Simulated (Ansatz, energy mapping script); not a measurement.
**GdN in the rock-salt structure: energy mapping under LDA+U (7.8 eV)**

Wanted: the magnetic order of GdN in the rock-salt structure, its couplings and an estimate of its ordering temperature, by LDA+U (7.8 eV).

Calculated with Ansatz 0.2.0; LDA with U = 7.8 eV on Gd f, ortho-atomic projectors; plane waves, U on orthogonalised atomic orbitals unless named otherwise, collinear spin, no spin–orbit coupling.

This is a report of a sequence of runs, with most program output left out.

## (1) Set-up

It takes space group Fm-3m (No. 225, cubic). The conventional cell has a = 5.007 Å, b = 5.007 Å, c = 5.007 Å, α = 90.00°, β = 90.00°, γ = 90.00°. Nearest to Gd lie 6 N at 2.50 Å. Nearest to N lie 6 Gd at 2.50 Å. rocksalt prototype, lattice guessed from radii. Farther neighbours and most contacts between anions are not listed.

This cell was built for the study (rocksalt prototype, lattice guessed from radii), not taken from an experiment; the compound need not form in this structure.

The cell was relaxed beforehand in Ansatz under PBE with U = 6.9 eV on Gd f, ortho-atomic projectors, from parallel moments.

A Hubbard U penalises fractional filling of the shell. It raises the cost of virtual hops to the neighbours, so couplings that rest on such hops usually weaken.

## (2) A first run with parallel moments

One run in the crystal's own cell, under PBEsol with U = 6.6 eV on Gd f, ortho-atomic projectors, shows which elements keep a moment. Transition or f elements with 0.3 μB or more enter the spin model; moments induced on other atoms do not.

Input file input.yaml:

```yaml
crystal:
  lattice:
    - [0.0, 2.503250978, 2.503250978]
    - [2.503250978, 0.0, 2.503250978]
    - [2.503250978, 2.503250978, 0.0]
  atoms:
    - { symbol: Gd, position: [0.0, 0.0, 0.0], spin: 7.0 }
    - { symbol: "N", position: [0.5, 0.5, 0.5] }
magnetization:
  spin_polarized: true
kpoints:
  mp_grid: { grid: [9, 9, 9] }
hamiltonian:
  xc: pbesol
  hubbard:
    sites: [{ species: Gd, l: f, u_eff: 6.6 }]
    projectors: ortho-atomic
scf:
  occupations: { method: fermi_dirac, width: 0.05 }
output:
  eigenvalues: true
```

On the command line:

```sh
> ansatz run input.yaml --threads 4 --pin off --max-ram 8192MiB --backend cpu --events-out ev --progress --plain --runs-dir out
```

Wall time 2.6 s (4 threads of Arm Neoverse N1, shared host); peak memory 0.37 GiB.

Spin moment in the sphere by atom:

| atom | spin moment in the sphere (μB) |
| --- | --- |
| Gd1 | 6.94 |
| N2 | -0.15 |

The run ends ferromagnetic; Gd carries the moments.

## (3) Seed run in the crystal's own cell

A corrected shell can settle in several orbital fillings. One parallel run, with an occupation width a fifth wider than the orders use, therefore is to supply the occupation matrices. All orders start from them.

input.yaml, the sections that differ from step 2:

```yaml
kpoints:
  mp_grid: { grid: [12, 12, 12] }
hamiltonian:
  xc: lda
  hubbard:
    sites: [{ species: Gd, l: f, u_eff: 7.8 }]
    projectors: ortho-atomic
scf:
  occupations: { method: fermi_dirac, width: 0.036 }
# crystal, magnetization, output: as in step 2
```

It took 3.3 s on 4 threads; peak memory 0.41 GiB; 11 s of CPU time.

Read from the output:

| Item | Value |
| --- | --- |
| final state | ferromagnetic |
| electrons in the corrected shells | 7.028 e |
| largest moment | 6.936 μB |

## (4) Run 1 (parallel; cell A, 4 atoms)

The parallel order is the zero of energy for this cell and mesh.

Input file input.yaml:

```yaml
crystal:
  lattice:
    - [0.0, -2.503250978, -2.503250978]
    - [-2.503250978, 0.0, -2.503250978]
    - [2.503250978, 2.503250978, -5.006501956]
  atoms:
    - { symbol: Gd, position: [0.5, 0.5, 0.5], spin: 7.0 }
    - { symbol: Gd, position: [0.0, 0.0, 0.0], spin: 7.0 }
    - { symbol: "N", position: [0.75, 0.75, 0.75] }
    - { symbol: "N", position: [0.25, 0.25, 0.25] }
magnetization:
  spin_polarized: true
kpoints:
  mp_grid: { grid: [12, 12, 12] }
hamiltonian:
  xc: lda
  hubbard:
    sites:
      - { species: Gd, l: f, u_eff: 7.8 }
      - { site: 0, l: f, u_eff: 7.8, starting_ns: [{ spin: up, occupation_matrix: gd1_major }, { spin: down, occupation_matrix: gd1_minor }] }
      - { site: 1, l: f, u_eff: 7.8, starting_ns: [{ spin: up, occupation_matrix: gd1_major }, { spin: down, occupation_matrix: gd1_minor }] }
    projectors: ortho-atomic
    occupation_matrices:
      gd1_major:
        matrix:
          - [0.998, 0.0, 0.0, 0.0, 0.0, 0.0, 0.0]
          - [0.0, 0.999, 0.0, 0.0, 0.0, 0.0, 0.0]
          - [0.0, 0.0, 0.999, 0.0, 0.0, 0.0, 0.0]
          - [0.0, 0.0, 0.0, 0.999, 0.0, 0.0, 0.0]
          - [0.0, 0.0, 0.0, 0.0, 0.999, 0.0, 0.0]
          - [0.0, 0.0, 0.0, 0.0, 0.0, 0.999, 0.0]
          - [0.0, 0.0, 0.0, 0.0, 0.0, 0.0, 0.999]
      gd1_minor:
        matrix:
          - [0.009, 0.0, 0.0, 0.0, 0.0, 0.0, 0.0]
          - [0.0, 0.005, 0.0, 0.0, 0.0, -0.003, 0.0]
          - [0.0, 0.0, 0.005, 0.0, 0.0, 0.0, 0.003]
          - [0.0, 0.0, 0.0, 0.003, 0.0, 0.0, 0.0]
          - [0.0, 0.0, 0.0, 0.0, 0.001, 0.0, 0.0]
          - [0.0, -0.003, 0.0, 0.0, 0.0, 0.007, 0.0]
          - [0.0, 0.0, 0.003, 0.0, 0.0, 0.0, 0.007]
scf:
  occupations: { method: fermi_dirac, width: 0.03 }
output:
  eigenvalues: true
  write_density: true
  write_potential: true
  elf: true
  volumetric_format: npy
```

The job ended after 87 s (4 threads; peak memory 1.8 GiB; 5.5 min of CPU time).

Spin moment in the sphere by atom:

| atom | spin moment in the sphere (μB) |
| --- | --- |
| Gd1 | 6.94 |
| Gd2 | 6.94 |
| N3 | -0.14 |
| N4 | -0.14 |

The run ends ferromagnetic.

Spin density in the ac plane at fractional y = 0.000, with atoms of Gd within 0.2 Å of it.

Values in e/Å³, 24 rows by 14 columns, each cell a mean:
```
11  9  4  1  0  0  0  0  0  0  0  0  3  7
 5  4  2  1  0  0  0  0  0  0  0  0  1  3
 1  1  1  0  0  0  0  0  0  0  0  0  0  0
 0  0  0  0  0  0  0  0  0  0  0  0  0  0
 0  0  0  0  0  0  0  0  0  0  0  0  0  0
 0  0  0  0  0  0  0  0  0  0  0  0  0  0
 0  0  0  0  0  0  0  0  0  0  0  0  0  0
 0  0  0  0  0  0  0  0  0  0  0  0  0  0
 0  0  0  0  0  0  0  0  0  0  0  0  0  0
 0  0  0  0  0  0  0  0  0  0  0  0  0  0
 0  0  0  0  0  0  0  0  0  0  0  0  0  0
 0  0  0  0  0  0  0  0  0  0  0  0  0  0
 0  0  0  0  0  0  0  0  0  0  0  0  0  0
 0  0  0  0  0  0  0  0  0  0  0  0  0  0
 0  0  0  0  0  0  0  0  0  0  0  0  0  0
 0  0  0  0  0  0  0  0  0  0  0  0  0  0
 0  0  0  0  0  0  0  0  0  0  0  0  0  0
 0  0  0  0  0  0  0  0  0  0  0  0  0  0
 0  0  0  0  0  0  0  0  0  0  0  0  0  0
 0  0  0  0  0  0  0  0  0  0  0  0  0  0
 1  0  0  0  0  0  0  0  0  0  0  0  0  1
 3  2  0  0  0  0  0  0  0  0  0  1  2  4
 9  5  2  0  0  0  0  0  0  0  0  1  5  9
14 10  4  1  0  0  0  0  0  0  0  1  5 11
```
Columns run along a (3.5 Å), rows up along c (6.1 Å). Atoms in or near the plane, at fractional coordinates: Gd at (0.00, 0.00).

ELF in the ac plane at fractional y = 0.000, with atoms of Gd within 0.2 Å of it. It is the smooth field of the valence electrons, not physical close to the nuclei.

Ten even steps from '0' (0.06) to '9' (0.83), each cell a mean:
```
47995100003898
99984102211589
99973125531258
56531147874113
11100368998520
00001479999752
10002579999874
21002467888875
20001245666654
10000013344332
00000000111111
00000000000000
00111110000000
12233322100000
24566654310001
35788887531001
25789998741000
13689998741000
01368998620011
42136887411345
86312565213789
99831132015999
69972000016997
16984000016994
```
Columns run along a (3.5 Å), rows up along c (6.1 Å). Atoms in or near the plane, at fractional coordinates: Gd at (0.00, 0.00).

## (5) Run 2 (compensated +−; cell A, 4 atoms)

This order reverses 6 of the 12 neighbours at 3.54 Å, 6 of the 6 neighbours at 5.01 Å and 12 of the 24 neighbours at 6.13 Å, counted for an average magnetic atom.

input.yaml: that of step 4 with these lines changed.

```diff
@@ -7,3 +7,3 @@
     - { symbol: Gd, position: [0.5, 0.5, 0.5], spin: 7.0 }
-    - { symbol: Gd, position: [0.0, 0.0, 0.0], spin: 7.0 }
+    - { symbol: Gd, position: [0.0, 0.0, 0.0], spin: -7.0 }
     - { symbol: "N", position: [0.75, 0.75, 0.75] }
@@ -20,3 +20,3 @@
       - { site: 0, l: f, u_eff: 7.8, starting_ns: [{ spin: up, occupation_matrix: gd1_major }, { spin: down, occupation_matrix: gd1_minor }] }
-      - { site: 1, l: f, u_eff: 7.8, starting_ns: [{ spin: up, occupation_matrix: gd1_major }, { spin: down, occupation_matrix: gd1_minor }] }
+      - { site: 1, l: f, u_eff: 7.8, starting_ns: [{ spin: up, occupation_matrix: gd1_minor }, { spin: down, occupation_matrix: gd1_major }] }
     projectors: ortho-atomic
```

Wall time 78 s (4 threads); peak memory 1.9 GiB.

Spin moment in the sphere by atom:

| atom | spin moment in the sphere (μB) |
| --- | --- |
| Gd1 | 6.93 |
| Gd2 | -6.93 |
| N3 | 0.00 |
| N4 | 0.00 |

The run ends antiferromagnetic, 7.43 meV a magnetic atom above the parallel order of its cell.

Spin density in the ac plane at fractional y = 0.000, with atoms of Gd within 0.2 Å of it.

Values in e/Å³, 24 rows by 14 columns, each cell a mean:
```
-11  -9  -4  -1   0   0   0   0   0   0   0   0  -3  -7
 -5  -4  -2  -1   0   0   0   0   0   0   0   0  -1  -3
 -1  -1  -1   0   0   0   0   0   0   0   0   0   0   0
  0   0   0   0   0   0   0   0   0   0   0   0   0   0
  0   0   0   0   0   0   0   0   0   0   0   0   0   0
  0   0   0   0   0   0   0   0   0   0   0   0   0   0
  0   0   0   0   0   0   0   0   0   0   0   0   0   0
  0   0   0   0   0   0   0   0   0   0   0   0   0   0
  0   0   0   0   0   0   0   0   0   0   0   0   0   0
  0   0   0   0   0   0   0   0   0   0   0   0   0   0
  0   0   0   0   0   0   0   0   0   0   0   0   0   0
  0   0   0   0   0   0   0   0   0   0   0   0   0   0
  0   0   0   0   0   0   0   0   0   0   0   0   0   0
  0   0   0   0   0   0   0   0   0   0   0   0   0   0
  0   0   0   0   0   0   0   0   0   0   0   0   0   0
  0   0   0   0   0   0   0   0   0   0   0   0   0   0
  0   0   0   0   0   0   0   0   0   0   0   0   0   0
  0   0   0   0   0   0   0   0   0   0   0   0   0   0
  0   0   0   0   0   0   0   0   0   0   0   0   0   0
  0   0   0   0   0   0   0   0   0   0   0   0   0   0
 -1   0   0   0   0   0   0   0   0   0   0   0   0  -1
 -3  -2   0   0   0   0   0   0   0   0   0  -1  -2  -4
 -9  -5  -2   0   0   0   0   0   0   0   0  -1  -5  -9
-14 -10  -4  -1   0   0   0   0   0   0   0  -1  -5 -11
```
Columns run along a (3.5 Å), rows up along c (6.1 Å). Atoms in or near the plane, at fractional coordinates: Gd at (0.00, 0.00).

ELF in the ac plane at fractional y = 0.000, with atoms of Gd within 0.2 Å of it. It is the smooth field of the valence electrons, not physical close to the nuclei.

Values, 24 rows by 14 columns, each cell a mean:
```
0.45 0.61 0.81 0.78 0.48 0.16 0.09 0.12 0.10 0.11 0.36 0.72 0.82 0.70
0.79 0.80 0.83 0.75 0.44 0.16 0.13 0.25 0.24 0.14 0.19 0.50 0.75 0.82
0.80 0.81 0.78 0.63 0.31 0.15 0.23 0.46 0.49 0.35 0.17 0.23 0.49 0.71
0.52 0.57 0.52 0.34 0.17 0.18 0.40 0.65 0.71 0.65 0.43 0.20 0.19 0.33
0.16 0.19 0.18 0.13 0.14 0.30 0.57 0.75 0.79 0.78 0.70 0.47 0.23 0.13
0.10 0.07 0.07 0.09 0.18 0.41 0.65 0.78 0.81 0.81 0.78 0.68 0.47 0.23
0.19 0.10 0.07 0.11 0.24 0.46 0.65 0.76 0.80 0.80 0.79 0.74 0.62 0.42
0.27 0.15 0.09 0.12 0.22 0.39 0.56 0.67 0.72 0.74 0.74 0.69 0.61 0.48
0.24 0.14 0.09 0.09 0.15 0.25 0.39 0.51 0.57 0.59 0.59 0.56 0.50 0.39
0.16 0.10 0.07 0.07 0.09 0.13 0.21 0.30 0.35 0.38 0.39 0.37 0.33 0.26
0.10 0.08 0.07 0.07 0.07 0.08 0.10 0.14 0.17 0.19 0.20 0.19 0.17 0.14
0.08 0.09 0.10 0.10 0.10 0.09 0.09 0.09 0.09 0.10 0.11 0.11 0.10 0.09
0.10 0.13 0.15 0.17 0.17 0.16 0.14 0.11 0.09 0.08 0.07 0.07 0.07 0.08
0.17 0.23 0.29 0.32 0.32 0.31 0.29 0.22 0.16 0.10 0.07 0.07 0.07 0.10
0.27 0.39 0.48 0.54 0.56 0.55 0.52 0.44 0.33 0.21 0.12 0.08 0.09 0.14
0.33 0.50 0.62 0.69 0.72 0.72 0.69 0.62 0.50 0.33 0.18 0.10 0.10 0.16
0.28 0.50 0.66 0.75 0.79 0.79 0.78 0.72 0.61 0.41 0.20 0.10 0.08 0.12
0.14 0.32 0.56 0.73 0.80 0.81 0.81 0.75 0.62 0.38 0.16 0.08 0.06 0.07
0.12 0.15 0.31 0.58 0.75 0.79 0.79 0.72 0.54 0.27 0.12 0.12 0.15 0.15
0.38 0.23 0.16 0.30 0.57 0.71 0.73 0.63 0.39 0.18 0.17 0.32 0.45 0.47
0.74 0.60 0.35 0.17 0.26 0.47 0.57 0.46 0.23 0.15 0.34 0.62 0.75 0.78
0.82 0.81 0.69 0.36 0.14 0.19 0.30 0.25 0.13 0.18 0.51 0.78 0.83 0.81
0.56 0.77 0.81 0.61 0.24 0.10 0.13 0.13 0.09 0.20 0.58 0.81 0.80 0.61
0.19 0.56 0.81 0.75 0.39 0.12 0.07 0.08 0.07 0.16 0.54 0.81 0.79 0.44
```
Columns run along a (3.5 Å), rows up along c (6.1 Å). Atoms in or near the plane, at fractional coordinates: Gd at (0.00, 0.00).

## (6) Parallel start in cell B (4 atoms)

The parallel order again, as the reference for this cell.

This run holds the same structure in another cell (c 6.132 → 5.007 Å, α 73.2 → 90.0°, β 73.2 → 90.0°, γ 60.0 → 90.0°).

input.yaml: that of step 5 with these lines changed.

```diff
@@ -3,9 +3,9 @@
     - [0.0, -2.503250978, -2.503250978]
-    - [-2.503250978, 0.0, -2.503250978]
-    - [2.503250978, 2.503250978, -5.006501956]
+    - [0.0, 2.503250978, -2.503250978]
+    - [5.006501956, 0.0, 0.0]
   atoms:
     - { symbol: Gd, position: [0.5, 0.5, 0.5], spin: 7.0 }
-    - { symbol: Gd, position: [0.0, 0.0, 0.0], spin: -7.0 }
-    - { symbol: "N", position: [0.75, 0.75, 0.75] }
-    - { symbol: "N", position: [0.25, 0.25, 0.25] }
+    - { symbol: Gd, position: [0.0, 0.0, 0.0], spin: 7.0 }
+    - { symbol: "N", position: [0.5, 0.5, 0.0] }
+    - { symbol: "N", position: [0.0, 0.0, 0.5] }
 magnetization:
@@ -13,3 +13,3 @@
 kpoints:
-  mp_grid: { grid: [12, 12, 12] }
+  mp_grid: { grid: [10, 10, 7] }
 hamiltonian:
@@ -20,3 +20,3 @@
       - { site: 0, l: f, u_eff: 7.8, starting_ns: [{ spin: up, occupation_matrix: gd1_major }, { spin: down, occupation_matrix: gd1_minor }] }
-      - { site: 1, l: f, u_eff: 7.8, starting_ns: [{ spin: up, occupation_matrix: gd1_minor }, { spin: down, occupation_matrix: gd1_major }] }
+      - { site: 1, l: f, u_eff: 7.8, starting_ns: [{ spin: up, occupation_matrix: gd1_major }, { spin: down, occupation_matrix: gd1_minor }] }
     projectors: ortho-atomic
@@ -45,5 +45 @@
   eigenvalues: true
-  write_density: true
-  write_potential: true
-  elf: true
-  volumetric_format: npy
```

Wall time 16 s (4 threads); peak memory 0.72 GiB; 62 s of CPU time.

The run ends ferromagnetic. For each magnetic atom its energy differs from the parallel run of the first cell by -0.69 meV, an error that one common reference would have brought in.

## (7) Compensated +− start in cell B (4 atoms)

This order reverses 8 of the 12 neighbours at 3.54 Å, 0 of the 6 neighbours at 5.01 Å and 16 of the 24 neighbours at 6.13 Å, counted for an average magnetic atom.

input.yaml: that of step 6 with these lines changed.

```diff
@@ -7,3 +7,3 @@
     - { symbol: Gd, position: [0.5, 0.5, 0.5], spin: 7.0 }
-    - { symbol: Gd, position: [0.0, 0.0, 0.0], spin: 7.0 }
+    - { symbol: Gd, position: [0.0, 0.0, 0.0], spin: -7.0 }
     - { symbol: "N", position: [0.5, 0.5, 0.0] }
@@ -20,3 +20,3 @@
       - { site: 0, l: f, u_eff: 7.8, starting_ns: [{ spin: up, occupation_matrix: gd1_major }, { spin: down, occupation_matrix: gd1_minor }] }
-      - { site: 1, l: f, u_eff: 7.8, starting_ns: [{ spin: up, occupation_matrix: gd1_major }, { spin: down, occupation_matrix: gd1_minor }] }
+      - { site: 1, l: f, u_eff: 7.8, starting_ns: [{ spin: up, occupation_matrix: gd1_minor }, { spin: down, occupation_matrix: gd1_major }] }
     projectors: ortho-atomic
```

Wall time 8.7 s (4 threads); peak memory 0.71 GiB; 33 s of CPU time.

The run ends antiferromagnetic, 10.25 meV a magnetic atom above the parallel order of its cell.

## (8) Order 5: parallel, cell C of 6 atoms

A new cell needs its own zero of energy.

input.yaml: that of step 7 with these lines changed.

```diff
@@ -3,9 +3,11 @@
     - [0.0, -2.503250978, -2.503250978]
-    - [0.0, 2.503250978, -2.503250978]
-    - [5.006501956, 0.0, 0.0]
+    - [-5.006501956, 0.0, 0.0]
+    - [2.503250978, 5.006501956, -2.503250978]
   atoms:
-    - { symbol: Gd, position: [0.5, 0.5, 0.5], spin: 7.0 }
-    - { symbol: Gd, position: [0.0, 0.0, 0.0], spin: -7.0 }
-    - { symbol: "N", position: [0.5, 0.5, 0.0] }
-    - { symbol: "N", position: [0.0, 0.0, 0.5] }
+    - { symbol: Gd, position: [0.666666667, 0.666666667, 0.333333333], spin: 7.0 }
+    - { symbol: Gd, position: [0.333333333, 0.333333333, 0.666666667], spin: 7.0 }
+    - { symbol: Gd, position: [0.0, 0.0, 0.0], spin: 7.0 }
+    - { symbol: "N", position: [0.666666667, 0.166666667, 0.333333333] }
+    - { symbol: "N", position: [0.333333333, 0.833333333, 0.666666667] }
+    - { symbol: "N", position: [0.0, 0.5, 0.0] }
 magnetization:
@@ -13,3 +15,3 @@
 kpoints:
-  mp_grid: { grid: [10, 10, 7] }
+  mp_grid: { grid: [11, 11, 11] }
 hamiltonian:
@@ -20,3 +22,4 @@
       - { site: 0, l: f, u_eff: 7.8, starting_ns: [{ spin: up, occupation_matrix: gd1_major }, { spin: down, occupation_matrix: gd1_minor }] }
-      - { site: 1, l: f, u_eff: 7.8, starting_ns: [{ spin: up, occupation_matrix: gd1_minor }, { spin: down, occupation_matrix: gd1_major }] }
+      - { site: 1, l: f, u_eff: 7.8, starting_ns: [{ spin: up, occupation_matrix: gd1_major }, { spin: down, occupation_matrix: gd1_minor }] }
+      - { site: 2, l: f, u_eff: 7.8, starting_ns: [{ spin: up, occupation_matrix: gd1_major }, { spin: down, occupation_matrix: gd1_minor }] }
     projectors: ortho-atomic
```

Wall time 2.2 min (4 threads); peak memory 2.9 GiB.

The run ends ferromagnetic. For each magnetic atom its energy differs from the parallel run of the first cell by -0.24 meV, an error that one common reference would have brought in.

## (9) Uncompensated ++− start in cell C (6 atoms)

This order reverses 6.67 of the 12 neighbours at 3.54 Å, 2.67 of the 6 neighbours at 5.01 Å and 8 of the 24 neighbours at 6.13 Å, counted for an average magnetic atom.

input.yaml: that of step 8 with these lines changed.

```diff
@@ -8,3 +8,3 @@
     - { symbol: Gd, position: [0.333333333, 0.333333333, 0.666666667], spin: 7.0 }
-    - { symbol: Gd, position: [0.0, 0.0, 0.0], spin: 7.0 }
+    - { symbol: Gd, position: [0.0, 0.0, 0.0], spin: -7.0 }
     - { symbol: "N", position: [0.666666667, 0.166666667, 0.333333333] }
@@ -23,3 +23,3 @@
       - { site: 1, l: f, u_eff: 7.8, starting_ns: [{ spin: up, occupation_matrix: gd1_major }, { spin: down, occupation_matrix: gd1_minor }] }
-      - { site: 2, l: f, u_eff: 7.8, starting_ns: [{ spin: up, occupation_matrix: gd1_major }, { spin: down, occupation_matrix: gd1_minor }] }
+      - { site: 2, l: f, u_eff: 7.8, starting_ns: [{ spin: up, occupation_matrix: gd1_minor }, { spin: down, occupation_matrix: gd1_major }] }
     projectors: ortho-atomic
```

The job ended after 2.1 min (4 threads; peak memory 3 GiB; 8.1 min of CPU time).

The run ends ferrimagnetic, 8.09 meV a magnetic atom above the parallel order of its cell.

[end of part 1 of 2]

[Logs and program files are shortened in this print: banners, set-up blocks, solver, clock and traceback lines can be left out without a mark of their own.]

[Logs are printed without paths, hosts, clocks, repeated set-up lines and the standing remarks that a program may print on its own settings, such as how far it seeks lower states.]

[Hosts, paths, dates, database ids (printed as entryN), source tags and the programs' standing remarks are cut or masked in the printed files.]

[Where a cell is said to come from a database of computed structures, the database is the Materials Project.]
